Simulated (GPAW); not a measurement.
# SrLi2SnS4 (I-42m): one start, several treatments of the self-energy

Aim: compare treatments of exchange, screening and correlation for the gap of SrLi2SnS4 (I-42m).

Main program and level: GPAW 26.7.0; PBE and many-body steps on it, plane waves.

This is a report of a sequence of runs, with most program output left out.

### Step 1. Set-up

It takes space group I-42m (No. 121, tetragonal). The conventional cell has a = 6.659 Å, b = 6.659 Å, c = 7.918 Å, α = 90.00°, β = 90.00°, γ = 90.00°. Li has 4 S at 2.47 Å nearest. Sr has 8 S at 3.08 to 3.25 Å nearest. Nearest to Sn lie 4 S at 2.37 Å. S has 1 Sn at 2.37 Å and 2 Li at 2.47 Å and 2 Sr at 3.08 to 3.25 Å nearest. Farther neighbours and most contacts between anions are not listed.

Structure file:

```cif
data_structure
_symmetry_space_group_name_H-M 'I-42m'
_symmetry_Int_Tables_number 121
_cell_length_a 6.6590
_cell_length_b 6.6590
_cell_length_c 7.9180
_cell_angle_alpha 90.000
_cell_angle_beta 90.000
_cell_angle_gamma 90.000
_cell_volume 351.10
loop_
_atom_site_label
_atom_site_type_symbol
_atom_site_symmetry_multiplicity
_atom_site_Wyckoff_symbol
_atom_site_fract_x
_atom_site_fract_y
_atom_site_fract_z
_atom_site_occupancy
Li1 Li 4 d 0.50000 0.00000 0.25000 1
Sr1 Sr 2 b 0.00000 0.00000 0.50000 1
Sn1 Sn 2 a 0.00000 0.00000 0.00000 1
S1 S 8 i 0.20660 0.20660 0.82866 1
```

The cell and positions come from the Crystallography Open Database and are kept as given unless a step says otherwise.

### Step 2. Empty states on the mesh, 2×2×2 mesh, 408 bands

This step: GPAW 26.7.0; DFT, PBE, plane waves, PAW.

The sums over transitions need many empty states on a uniform mesh; this step solves for them.

The input, run.py:

```python
import json
import numpy as np
from gpaw.mpi import world
from gpaw import GPAW

calc = GPAW('gs.gpw').fixed_density(kpts={'size': (2, 2, 2), 'gamma': True},
    nbands=476,
    convergence={'bands': 408},
    txt='nscf.txt')
calc.write('full.gpw', mode='all')
res = {}
kpts = calc.get_ibz_k_points()
res['kpts'] = kpts
res['eigenvalues'] = [calc.get_eigenvalues(kpt=k) for k in range(len(kpts))]
res['n_electrons'] = calc.get_number_of_electrons()

if world.rank == 0:
    with open('result.json', 'w') as f:
        json.dump(res, f, default=lambda x: x.tolist())
```

The run is started by

```console
> mpirun -n 4 gpaw python run.py
```

Wall time 2.9 min (4 MPI ranks of Arm Neoverse V2, shared host); peak memory 1.7 GiB; 11 min of CPU time.

Numbers from this step:

- gap: 2.682 eV
- k of the valence top: 0.5, 0.5, 0.5
- k of the conduction bottom: 0.5, 0.5, 0.5
- least direct gap: 2.682 eV
- k points computed: 4
- lowest point of the top converged band, above the valence top: 88.0679 eV

On this mesh the gap is 2.682 eV.

### Step 3. G0W0, Godby-Needs plasmon pole

Now the one-shot GW correction: screening in the RPA, then the self-energy of the levels asked for.

This step: G0W0 on PBE, plane waves, PAW.

The input, run.py:

```python
import json
import numpy as np
from gpaw.mpi import world
from gpaw.response.g0w0 import G0W0

gw = G0W0('full.gpw',
    filename='gw',
    kpts=[0, 3],
    bands=(23, 27),
    ecut=60,
    nbands=185,
    integrate_gamma='WS',
    ppa=True)
gw.calculate()
res = {mode: {k: v for k, v in r.items() if k != 'sigma_eskwn'}
       for mode, r in gw.all_results.items()}

if world.rank == 0:
    with open('result.json', 'w') as f:
        json.dump(res, f, default=lambda x: x.tolist())
```

The run is started by

```console
> mpirun -n 4 gpaw python run.py
```

It took 30 s on 4 MPI ranks; peak memory 2 GiB.

Numbers from this step:

- G0W0 gap on the points computed: 4.117 eV
- least direct G0W0 gap on the computed points: 4.221 eV
- Z at the valence top: 0.7855
- Z at the conduction bottom: 0.8099
- starting gap on the mesh: 2.682 eV
- k of the valence top: 0.5, 0.5, 0.5
- k of the conduction bottom: 0, 0, 0

The gap on the mesh goes from 2.68 eV to 4.12 eV, a correction of +1.44 eV.

### Step 4. One-shot HSE06

This step: one-shot HSE06 levels on PBE orbitals, plane waves, PAW.

The input, run.py:

```python
import json
import numpy as np
from gpaw.mpi import world
from gpaw.hybrids.eigenvalues import non_self_consistent_eigenvalues

dft, vxc, vxc_hyb = non_self_consistent_eigenvalues('full.gpw', 'HSE06', 23, 27, kpt_indices=[0, 3])
res = {'dft': dft[0], 'hybrid': (dft - vxc + vxc_hyb)[0]}
if world.rank == 0:
    with open('hybrid.txt', 'w') as f:
        for k, e0, e1 in zip([0, 3], res['dft'], res['hybrid']):
            print(k, ' '.join(f'{x:9.4f}' for x in e0), '|', ' '.join(f'{x:9.4f}' for x in e1), file=f)

if world.rank == 0:
    with open('result.json', 'w') as f:
        json.dump(res, f, default=lambda x: x.tolist())
```

The run is started by

```console
> mpirun -n 4 gpaw python run.py
```

The job ended after 3.6 s (4 MPI ranks; peak memory 1 GiB).

Numbers from this step:

```
starting gap on the mesh                       : 2.682 eV
hybrid gap on the mesh                         : 3.758 eV
least direct hybrid gap on the computed points : 3.768 eV
```

### Step 5. G0W0, extrapolated in the cutoff

This step: G0W0 on PBE, plane waves, PAW.

The input, run.py:

```python
import json
import numpy as np
from gpaw.mpi import world
from gpaw.response.g0w0 import G0W0

gw = G0W0('full.gpw',
    filename='gw',
    kpts=[0, 3],
    bands=(23, 27),
    ecut=100.0,
    integrate_gamma='WS',
    ppa=True,
    ecut_extrapolation=True)
gw.calculate()
res = {mode: {k: v for k, v in r.items() if k != 'sigma_eskwn'}
       for mode, r in gw.all_results.items()}

if world.rank == 0:
    with open('result.json', 'w') as f:
        json.dump(res, f, default=lambda x: x.tolist())
```

The run is started by

```console
> mpirun -n 4 gpaw python run.py
```

Wall time 3.1 min (4 MPI ranks); peak memory 3.1 GiB.

Numbers from this step:

```
quasiparticle gap on the points computed              : 4.218 eV
least direct quasiparticle gap on the computed points : 4.349 eV
Z at the valence top                                  : 0.7762
Z at the conduction bottom                            : 0.8029
starting gap on the mesh                              : 2.682 eV
k of the valence top                                  : 0.5, 0.5, 0.5
k of the conduction bottom                            : 0, 0, 0
gaps at the cutoffs of the extrapolation              : 4.160, 4.167, 4.172 eV
```

Against G0W0 in GPAW (2×2×2 mesh, 185 bands, screening to 60 eV, Godby-Needs plasmon pole), the gap moves by +0.100 eV.

### Step 6. One-shot Hartree-Fock

This step: one-shot Hartree-Fock levels on PBE orbitals, plane waves, PAW.

The input, run.py:

```python
import json
import numpy as np
from gpaw.mpi import world
from gpaw.hybrids.eigenvalues import non_self_consistent_eigenvalues

dft, vxc, vxc_hyb = non_self_consistent_eigenvalues('full.gpw', 'EXX', 23, 27, kpt_indices=[0, 3])
res = {'dft': dft[0], 'hybrid': (dft - vxc + vxc_hyb)[0]}
if world.rank == 0:
    with open('hybrid.txt', 'w') as f:
        for k, e0, e1 in zip([0, 3], res['dft'], res['hybrid']):
            print(k, ' '.join(f'{x:9.4f}' for x in e0), '|', ' '.join(f'{x:9.4f}' for x in e1), file=f)

if world.rank == 0:
    with open('result.json', 'w') as f:
        json.dump(res, f, default=lambda x: x.tolist())
```

The run is started by

```console
> mpirun -n 4 gpaw python run.py
```

The job ended after 3.2 s (4 MPI ranks; peak memory 1 GiB; 12 s of CPU time).

This step gave:

- starting gap on the mesh: 2.682 eV
- hybrid gap on the mesh: 10.04 eV
- least direct hybrid gap on the computed points: 10.08 eV

### Step 7. G0W0, full frequency, Hilbert transform

This step: G0W0 on PBE, plane waves, PAW.

The input, run.py:

```python
import json
import numpy as np
from gpaw.mpi import world
from gpaw.response.g0w0 import G0W0

gw = G0W0('full.gpw',
    filename='gw',
    kpts=[0, 3],
    bands=(23, 27),
    ecut=60,
    nbands=185,
    integrate_gamma='WS',
    frequencies={'type': 'nonlinear', 'domega0': 0.1, 'omega2': 15.0},
    eta=0.1,
    nblocksmax=True)
gw.calculate()
res = {mode: {k: v for k, v in r.items() if k != 'sigma_eskwn'}
       for mode, r in gw.all_results.items()}

if world.rank == 0:
    with open('result.json', 'w') as f:
        json.dump(res, f, default=lambda x: x.tolist())
```

The run is started by

```console
> mpirun -n 4 gpaw python run.py
```

It took 62 s on 4 MPI ranks; peak memory 2.1 GiB; 4.1 min of CPU time.

This step gave:

| Item | Value |
| --- | --- |
| G0W0 gap on the points computed | 4.098 eV |
| least direct G0W0 gap on the computed points | 4.210 eV |
| starting gap on the mesh | 2.682 eV |
| k of the valence top | 0.5, 0.5, 0.5 |
| k of the conduction bottom | 0, 0, 0 |

Against G0W0 in GPAW (2×2×2 mesh, 185 bands, screening to 60 eV, Godby-Needs plasmon pole), the gap moves by −0.019 eV.

### Step 8. The runs together

Times are wall times on 4 MPI ranks of Arm Neoverse V2, shared host, good to a factor of about two.

| run | mesh | bands | screening cutoff (eV) | DFT gap (eV) | gap on the mesh (eV) | direct (eV) | time |
| --- | --- | --- | --- | --- | --- | --- | --- |
| G0W0, Godby-Needs plasmon pole | 2×2×2 | 185 | 60 | 2.682 | 4.117 | 4.221 | 30 s |
| one-shot HSE06 | 2×2×2 | - | - | 2.682 | 3.758 | 3.768 | 3.6 s |
| G0W0, extrapolated in the cutoff | 2×2×2 | - | 100 | 2.682 | 4.218 | 4.349 | 3.1 min |
| one-shot Hartree-Fock | 2×2×2 | - | - | 2.682 | 10.040 | 10.078 | 3.2 s |
| G0W0, full frequency, Hilbert transform | 2×2×2 | 185 | 60 | 2.682 | 4.098 | 4.210 | 62 s |

### Step 9. Summary of results

```json
{"G0W0, Godby-Needs plasmon pole": "4.117 eV", "one-shot HSE06": "3.758 eV", "G0W0, extrapolated in the cutoff": "4.218 eV", "one-shot Hartree-Fock": "10.040 eV", "G0W0, full frequency, Hilbert transform": "4.098 eV", "known limits": "not at the basis limit; no spin-orbit coupling; coarse k mesh"}
```

**Reading.** One-shot HSE06: −0.359 eV against G0W0, Godby-Needs plasmon pole. G0W0, extrapolated in the cutoff: +0.100 eV against G0W0, Godby-Needs plasmon pole, at other bands or cutoff, so not like for like. One-shot Hartree-Fock: +5.922 eV against G0W0, Godby-Needs plasmon pole. G0W0, full frequency, Hilbert transform: −0.019 eV against G0W0, Godby-Needs plasmon pole. Bare exchange alone opens the gap to 10.04 eV; against G0W0, correlation takes back 5.92 eV. One-shot hybrid levels are evaluated on the PBE orbitals. Bands and cutoff are finite, so the gap is not at the basis limit. The miss can reach some tenths of an eV and take either sign; the mesh is an error of its own. These stock PAW sets were not made for GW. In the G0W0 runs levels were corrected at 2 k points alone, so a gap called «on the mesh» is the least over those, and an edge elsewhere would be missed. The 2×2×2 mesh is coarse for this cell, which bears on the long-range parts of exchange and screening. The many-body steps are scalar-relativistic: spin-orbit coupling is not in them.

[Paths, hosts, dates, memory and timing lines, banners, echoed tables and standing remarks are left out of the program output.]

[Logs are printed without paths, hosts, clocks, repeated set-up lines and the standing remarks that a program may print on its own settings, such as how far it seeks lower states.]

[Runs of the session that timed out or met a known fault of the program may be left out.]

[Hosts, paths, dates, database ids (printed as entryN), source tags and the programs' standing remarks are cut or masked in the printed files.]
